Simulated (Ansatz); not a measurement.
# A hypothetical structure for HfN2, part 2 of 2

This structure for HfN2 is made up. Its elements were placed in a known structure type with a cell scaled to their sizes. What cell does the guess relax to, and how far off was it?

Ansatz 0.2.0; DFT, PBE, plane-wave PAW, files of the set soft_1, scalar-relativistic, no spin, cell and ions relaxed at zero pressure; PAW set soft_1 (the session's first sound run).

So far: Set-up; Relaxing cell and atoms. The relaxed cell has a = 3.454, c = 2.917 Å (conventional setting).

### Step 3. Electronic structure of the relaxed cell

With the geometry fixed, one more self-consistent run, with a narrower smearing and the mesh shown in its input, gives the bands, and its pressure, and its forces where symmetry allows any, show how far the geometry depends on these settings.

This step: DFT, PBE, plane-wave PAW, files of the set soft_1, scalar-relativistic, no spin, bands and density of states at the relaxed cell; PAW set soft_1 (Ansatz 0.2.0).

The input, input.yaml:

```yaml
crystal:
  lattice:
    - [3.4540306854, 0.0, 0.0]
    - [-1.7270153427, 2.991278319, 0.0]
    - [0.0, 0.0, 2.9174021984]
  atoms:
    - { symbol: Hf, position: [0.0, 0.0, 0.0] }
    - { symbol: "N", position: [0.6666666667, 0.3333333333, 0.5] }
    - { symbol: "N", position: [0.3333333333, 0.6666666667, 0.5] }
kpoints:
  mp_grid: { grid: [10, 10, 10] }
  band_path:
    path:
      - [[0.0, 0.0, 0.0], [0.5, 0.0, 0.0], [0.33333333, 0.33333333, 0.0], [0.0, 0.0, 0.0], [0.0, 0.0, 0.5], [0.5, 0.0, 0.5], [0.33333333, 0.33333333, 0.5], [0.0, 0.0, 0.5]]
      - [[0.5, 0.0, 0.5], [0.5, 0.0, 0.0]]
      - [[0.33333333, 0.33333333, 0.0], [0.33333333, 0.33333333, 0.5]]
    npoints: 8
scf:
  occupations: { method: fermi_dirac, width: 0.03 }
  n_extra_bands: 7
hamiltonian:
  xc: pbe
  pseudopotentials: { kind: paw, azcp: { folder: soft_1 } }
output:
  forces: true
  stress: true
  write_bands: true
  dos: { projected: true }
  write_density: true
  write_potential: true
  elf: true
  volumetric_format: npy
```

Run with:

```bash
> ansatz run input.yaml --threads 4 --pin off --max-ram 8192MiB --backend cpu --events-out ev --progress --plain --runs-dir out
```

Numbers of over 12 decimals in the logs are rounded to 6 here.

Output:

```text
[...]
Crystal: 3 atoms, lattice volume = 30.143 Å³
Basis set: ecut = 420 eV, 573 PW (Γ), exchange–correlation on 48×48×40 points (8 copies of the dense FFT grid, shifted against one another)
Bands: 25, of which v1, the nominal top of the filled ones, is band 18 counted from 1 (17 counted from 0)
Symmetry: 24 space group operations
[...]
k-points: 84 of 1000
[...]
SCF iter   1: F=—  HF=-16489.094035 eV  |F-HF|=—  |Δ(HF+E_count)|=         —  Δρ=7.83e-2  dr2=1.44e0  ethr=3.10e-3  ⟨swp⟩=5.0  Hψ=8390  notcnv=0  defer=1
[...]
SCF iter   8: F=-16488.792175 eV  HF=-16488.792175 eV  |F-HF|=1.02e-10  |Δ(HF+E_count)|=   2.45e-8  Δρ=1.84e-6  dr2=4.15e-10  ethr=8.65e-11  ⟨swp⟩=5.7  Hψ=12410  notcnv=0
SCF 1 converged in 8 iterations: F = -16488.792175 eV  dr2 = 4.15e-10
[...]
NSCF: frozen V_eff on 75 k-points
SCF converged after 8 iterations
Free energy (F): -16488.792175 eV
[...]
Internal energy: -16488.789621 eV  (E = F + TS)
E sigma→0 (E₀):  -16488.790898 eV
Entropy (-TS):   -0.002554 eV (-0.851 meV/atom)
Fermi energy:    19.039849 eV
[...]
--- Stress (GPa, compression-positive) ---
        0.629804      -0.000000       0.000000
       -0.000000       0.629804       0.000000
        0.000000       0.000000      -0.455727
  P = ⅓ Tr σ = 0.2680 GPa (2.680 kbar)
--- Band table (eV; the first three rows and the last of 84) ---
  k-point 0: bands = [... 14 lower, 12.3566, 15.5470, 16.5762, 18.8242, 18.8242, 19.6198, 22.8741, 23.1612, ... 3 higher]
  k-point 1: bands = [... 14 lower, 12.4713, 14.5573, 17.4334, 18.3550, 18.3550, 19.3940, 23.0992, 23.0992, ... 3 higher]
  k-point 2: bands = [... 14 lower, 12.7966, 13.0215, 17.4170, 17.4170, 18.8296, 18.9852, 22.1546, 22.1546, ... 3 higher]
  k-point 83: bands = [... 14 lower, 13.4285, 13.5995, 16.3012, 17.6916, 22.4855, 22.6675, 23.9983, 24.5187, ... 3 higher]
```

Run time: 1.8 s. Hardware: 4 threads of Intel Xeon Platinum 8375C at 2.90GHz (Ice Lake), shared host; peak memory 0.4 GiB; 5.8 s of CPU time.

This step gave:

```
free energy             : -16488.7922 eV
energy at zero smearing : -16488.7909 eV
smearing term TS        : 0.002554 eV
pressure                : 0.2680 GPa
```

bands.tsv at the labelled points (eV, zero at the Fermi level; the bands that come nearest the Fermi level along the path):

| point | band 15 | band 16 | band 17 | band 18 | band 19 | band 20 | band 21 | band 22 |
| --- | --- | --- | --- | --- | --- | --- | --- | --- |
| Γ | -6.68 | -3.49 | -2.46 | -0.22 | -0.22 | 0.58 | 3.83 | 4.12 |
| M | -5.94 | -3.90 | -1.10 | 0.23 | 0.54 | 1.22 | 2.93 | 3.55 |
| K | -2.91 | -2.91 | -1.72 | -1.72 | -0.30 | 3.38 | 3.74 | 3.74 |
| Γ | -6.68 | -3.49 | -2.46 | -0.22 | -0.22 | 0.58 | 3.83 | 4.12 |
| A | -5.10 | -5.10 | -3.31 | -3.31 | -1.57 | 0.65 | 0.65 | 5.65 |
| L | -6.10 | -5.34 | -3.39 | 0.92 | 2.42 | 4.08 | 4.95 | 4.97 |
| H | -5.50 | -5.50 | -2.08 | -2.08 | 3.50 | 3.55 | 5.33 | 5.33 |
| A | -5.10 | -5.10 | -3.31 | -3.31 | -1.57 | 0.65 | 0.65 | 5.65 |
| L | -6.10 | -5.34 | -3.39 | 0.92 | 2.42 | 4.08 | 4.95 | 4.97 |
| M | -5.94 | -3.90 | -1.10 | 0.23 | 0.54 | 1.22 | 2.93 | 3.55 |
| K | -2.91 | -2.91 | -1.72 | -1.72 | -0.30 | 3.38 | 3.74 | 3.74 |
| H | -5.50 | -5.50 | -2.08 | -2.08 | 3.50 | 3.55 | 5.33 | 5.33 |

Counts of states for the cell as run, both spins, by energy window (eV from the Fermi level):

| from | to | total |
| --- | --- | --- |
| -8 | -7 | 1.32 |
| -7 | -6 | 1.00 |
| -6 | -5 | 1.24 |
| -5 | -4 | 1.82 |
| -4 | -3 | 1.21 |
| -3 | -2 | 1.01 |
| -2 | -1 | 0.99 |
| -1 | 0 | 1.28 |
| 0 | 1 | 1.38 |
| 1 | 2 | 1.05 |
| 2 | 3 | 1.06 |
| 3 | 4 | 1.83 |

Below -8 eV lie 26.2 more states.

Valence density in the ab plane at fractional z = 0.500, with atoms of N within 0.2 Å of it. It is the smooth field of the valence electrons, not physical close to the nuclei.

Ten even steps from '0' (0.2 e/Å³) to '9' (3.4 e/Å³), each cell a mean:
```
00000111100000
00002332100000
00025774200000
00258984100000
01379973100000
01489741011211
01355311134421
01221101478731
00000013799731
00000015998520
00000025875200
00000023432000
00000011110000
00000000000000
```
Columns run along a (3.5 Å), rows up along b (3.5 Å). Atoms in or near the plane, at fractional coordinates: N at (0.67, 0.33), N at (0.33, 0.67).

ELF in the ab plane at fractional z = 0.500, with atoms of N within 0.2 Å of it. It is the smooth field of the valence electrons, not physical close to the nuclei.

Values, 14 rows by 14 columns, each cell a mean:
```
0.18 0.19 0.23 0.31 0.38 0.43 0.45 0.44 0.42 0.36 0.28 0.22 0.19 0.18
0.19 0.24 0.36 0.55 0.67 0.68 0.68 0.70 0.67 0.52 0.33 0.22 0.19 0.19
0.22 0.32 0.56 0.75 0.72 0.61 0.63 0.76 0.74 0.54 0.30 0.22 0.22 0.22
0.25 0.42 0.69 0.72 0.45 0.30 0.50 0.75 0.67 0.40 0.26 0.30 0.33 0.28
0.26 0.49 0.71 0.56 0.24 0.27 0.58 0.68 0.44 0.29 0.40 0.54 0.52 0.36
0.26 0.51 0.69 0.57 0.43 0.55 0.67 0.46 0.30 0.44 0.67 0.74 0.67 0.42
0.25 0.51 0.71 0.72 0.71 0.69 0.50 0.27 0.46 0.68 0.75 0.76 0.70 0.44
0.25 0.48 0.71 0.76 0.67 0.45 0.27 0.50 0.67 0.58 0.50 0.63 0.68 0.45
0.25 0.41 0.58 0.57 0.40 0.29 0.45 0.69 0.55 0.27 0.30 0.61 0.68 0.43
0.25 0.32 0.38 0.33 0.27 0.40 0.67 0.71 0.43 0.24 0.45 0.72 0.67 0.38
0.22 0.23 0.23 0.23 0.33 0.57 0.76 0.72 0.57 0.56 0.72 0.75 0.55 0.31
0.19 0.19 0.19 0.23 0.38 0.58 0.71 0.71 0.69 0.71 0.69 0.56 0.36 0.23
0.18 0.18 0.19 0.23 0.32 0.41 0.48 0.51 0.51 0.49 0.42 0.32 0.24 0.19
0.18 0.18 0.19 0.22 0.25 0.25 0.25 0.25 0.26 0.26 0.25 0.22 0.19 0.18
```
Columns run along a (3.5 Å), rows up along b (3.5 Å). Atoms in or near the plane, at fractional coordinates: N at (0.67, 0.33), N at (0.33, 0.67).

Electrostatic potential energy in the ab plane at fractional z = 0.500, with atoms of N within 0.2 Å of it. With pseudopotentials it is smooth inside the atoms' cores, unlike the true potential.

Ten even steps from '0' (-38 eV) to '9' (19 eV), each cell a mean:
```
99999999999999
99998657899999
99974225899999
99841015899999
99620026999999
98510258998889
98533589865579
99878998521259
99999995200269
99999983001489
99999973124799
99999985568999
99999998899999
99999999999999
```
Columns run along a (3.5 Å; values clipped at the 3rd and 97th percentile), rows up along b (3.5 Å). Atoms in or near the plane, at fractional coordinates: N at (0.67, 0.33), N at (0.33, 0.67).

### Step 4. Summary of results

| Item | Value |
| --- | --- |
| space group, relaxed | P6/mmm |
| conventional cell | a = 3.454, b = 3.454, c = 2.917 Å; α = 90.0°, β = 90.0°, γ = 120.0° |
| volume per atom | 10.05 Å³ (guess 10.76) |

**Reading.** HfN2 relaxes to P6/mmm with a = 3.454, b = 3.454 and c = 2.917 Å. The guessed volume was 7 % too large. The space group P6/mmm was held in the relaxation, so the end point is a stationary structure within it and may be a saddle against distortions or other arrangements. Bands cross the Fermi level, so it is a metal or semimetal at this level. On the 10×10×10 mesh with the narrower smearing (relaxed on 9×9×8) the forces vanish, as symmetry may demand, and the largest stress component is 0.630 GPa, against the relaxation's thresholds of 0.015 eV/Å and 0.05 GPa. The cutoff wasn't tested. A vector of the cell changed its length by 19 %, more than the volume shows. Spin-orbit coupling is left out, which can matter for elements this heavy. No dispersion term is used, so weakly bound directions may come out too long. Nothing here tests whether the compound is stable against decomposition.

[Logs are printed without paths, hosts, clocks, repeated set-up lines and the standing remarks that a program may print on its own settings, such as how far it seeks lower states.]

[Hosts, paths, dates, database ids (printed as entryN), source tags and the programs' standing remarks are cut or masked in the printed files.]
